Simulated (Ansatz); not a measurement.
The compound is K2CuI6 (started from the K2PtCl6 type) (Fm-3m).

The structure was built from a prototype and need not be the compound's stable phase.

The structure is cubic, space group Fm-3m (No. 225). Conventional cell: a = 10.783 Å, b = 10.783 Å, c = 10.783 Å, α = 90.00°, β = 90.00°, γ = 90.00°. Nearest to K lie 12 I at 3.81 Å. Cu has 6 I at 2.67 Å nearest. Nearest to I lie 1 Cu at 2.67 Å and 4 K at 3.81 Å. Farther neighbours and most contacts between anions are not listed.

```xyz
9
Lattice="5.3917 0.0000 5.3917 5.3917 5.3917 0.0000 0.0000 5.3917 5.3917" Properties=species:S:1:pos:R:3 pbc="T T T"
K     2.6959    2.6959    2.6959
K     8.0876    8.0876    8.0876
Cu    0.0000    0.0000    0.0000
I     2.6659    5.3917    5.3917
I     8.1176    5.3917    5.3917
I     5.3917    5.3917    2.6659
I     5.3917    5.3917    8.1176
I     5.3917    2.6659    5.3917
I     5.3917    8.1176    5.3917
```

The structure was relaxed with PBEsol. The structure type comes from a generator and need not be one that this composition takes. The structure was generated from a model, not taken from a measurement. The runs that relaxed it are not among those shown. The program's search for lower electronic states was switched off, so nothing shows that the state found is the lowest. Spin-orbit coupling is left out unless a run names it. PAW set soft_2, made with PBE.

A constrained-RPA run (Ansatz 0.2.0; non-magnetic PBEsol; Cu d + anion p, bands v22 to c1, 2×2×2 mesh, medium accuracy) builds 23 functions on bands 5.9 eV wide, with 43.0 electrons in the window. The bare on-site interaction is 27.2 eV and the bare J 0.94 eV.

Question: Estimate U, U′ and J.

On the Cu d shell, U = 8.37 eV (31 % of the bare value), U′ = 6.81 eV, J = 0.78 eV.

The parent state is non-magnetic and the interaction static (zero frequency); U depends on the window and the orbitals, so it belongs to this model alone. A window that holds the anion p bands defines a model with explicit ligands; its U belongs to that model and is not the U of DFT+U. Coarse meshes can leave U off its limit, most where the target bands are metallic.

[Paths, hosts, dates, memory and timing lines, banners, echoed tables and standing remarks are left out of the program output.]

[Logs are printed without paths, hosts, clocks, repeated set-up lines and the standing remarks that a program may print on its own settings, such as how far it seeks lower states.]

[Runs of the session that timed out or met a known fault of the program may be left out.]

[Hosts, paths, dates, database ids (printed as entryN), source tags and the programs' standing remarks are cut or masked in the printed files.]
